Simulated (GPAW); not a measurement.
Consider NbAl3 (I4/mmm).

```
Nb Al
1.0
    -1.91698    1.91698    4.29245
     1.91698   -1.91698    4.29245
     1.91698    1.91698   -4.29245
Nb Al
1 3
Direct
  0.00000 0.00000 0.00000
  0.25000 0.75000 0.50000
  0.75000 0.25000 0.50000
  0.50000 0.50000 0.00000
```

Absorber: atom 1, with 4 Al at 2.71 Å and 8 Al at 2.88 Å (distorted cuboctahedral, site symmetry 4/mmm). Method: GPAW, LDA, excited-electron core hole (neutral cell), 16-atom cell with 5.4 Å between holes, 4×4×4 k points, dipole transitions, Gaussian full width 1.66 eV up to 4 eV, rising linearly to 3.5 eV at 25 eV.

Question: Predict the near-edge structure at the Nb L₃ edge.

Main maxima up to 30 eV above the zero (height): 0.8 eV (2.77), 3.0 eV (1.97) and 6.6 eV (1.07). At an L edge the dipole rule selects empty d (and weakly s) states on the absorber, and the strong line at the onset measures the empty part of its d band. 

The Nb L₃ spectrum (energy from the lowest empty level; intensity scaled to a mean of 1 over the first 20 eV; polarised curves are means over the symmetry-equivalent atoms):

```tsv
E (eV)	isotropic	ε ⊥ c	ε ∥ c
-2.00	0.01	0.01	0.00
-1.25	0.13	0.15	0.09
-0.50	0.88	0.99	0.68
0.25	2.31	2.48	1.96
1.00	2.70	2.77	2.55
1.75	2.04	2.01	2.09
2.50	1.91	1.83	2.07
3.25	1.95	1.80	2.24
4.00	1.58	1.46	1.83
4.75	1.14	1.10	1.22
5.50	0.99	1.02	0.94
6.25	1.06	1.12	0.93
7.00	1.03	1.11	0.89
7.75	0.91	0.96	0.82
8.50	0.81	0.82	0.79
9.25	0.71	0.70	0.74
10.00	0.66	0.64	0.69
10.75	0.67	0.66	0.69
11.50	0.69	0.68	0.69
12.25	0.66	0.66	0.66
13.00	0.61	0.61	0.61
13.75	0.57	0.58	0.56
14.50	0.57	0.59	0.53
15.25	0.58	0.61	0.52
16.00	0.57	0.60	0.51
16.75	0.54	0.56	0.50
17.50	0.51	0.52	0.50
18.25	0.49	0.48	0.49
19.00	0.46	0.45	0.48
19.75	0.44	0.42	0.46
20.50	0.41	0.39	0.43
21.25	0.38	0.36	0.40
22.00	0.35	0.34	0.37
22.75	0.32	0.31	0.34
23.50	0.31	0.30	0.32
24.25	0.30	0.29	0.31
25.00	0.31	0.30	0.32
25.75	0.33	0.32	0.34
26.50	0.37	0.36	0.39
27.25	0.43	0.42	0.46
28.00	0.52	0.51	0.54
28.75	0.61	0.60	0.62
29.50	0.68	0.68	0.69
30.25	0.73	0.73	0.72
31.00	0.75	0.75	0.74
```

Only the L₃ part is meant: spin–orbit coupling of the core level isn't computed and the L₂ copy isn't added. The script folds with a Gaussian, whereas the core hole's own line is a Lorentzian, so the onset is too steep and the first peak too high. The holes are only 5.4 Å apart, so the shape is probably not converged with cell size; no larger cell was run here. The mesh is coarse (0.30 Å⁻¹ between points), so small maxima may be mesh ripples. The structure is a computed Materials Project entry and may be a hypothetical form.

[Banner, clock and machine lines of the logs are left out without a mark of their own.]

[Logs are printed without paths, hosts, clocks, repeated set-up lines and the standing remarks that a program may print on its own settings, such as how far it seeks lower states.]

[Hosts, paths, dates, database ids (printed as entryN), source tags and the programs' standing remarks are cut or masked in the printed files.]

[Lists of maxima count a maximum above −3 eV only where it reaches 4 % of the highest in the window and stands out from its surroundings by 2 % of it (1.5 % where it reaches 55 %); shoulders and weaker maxima are passed over, and of the rest the first, up to two pre-edge ones and the few strongest are named.]
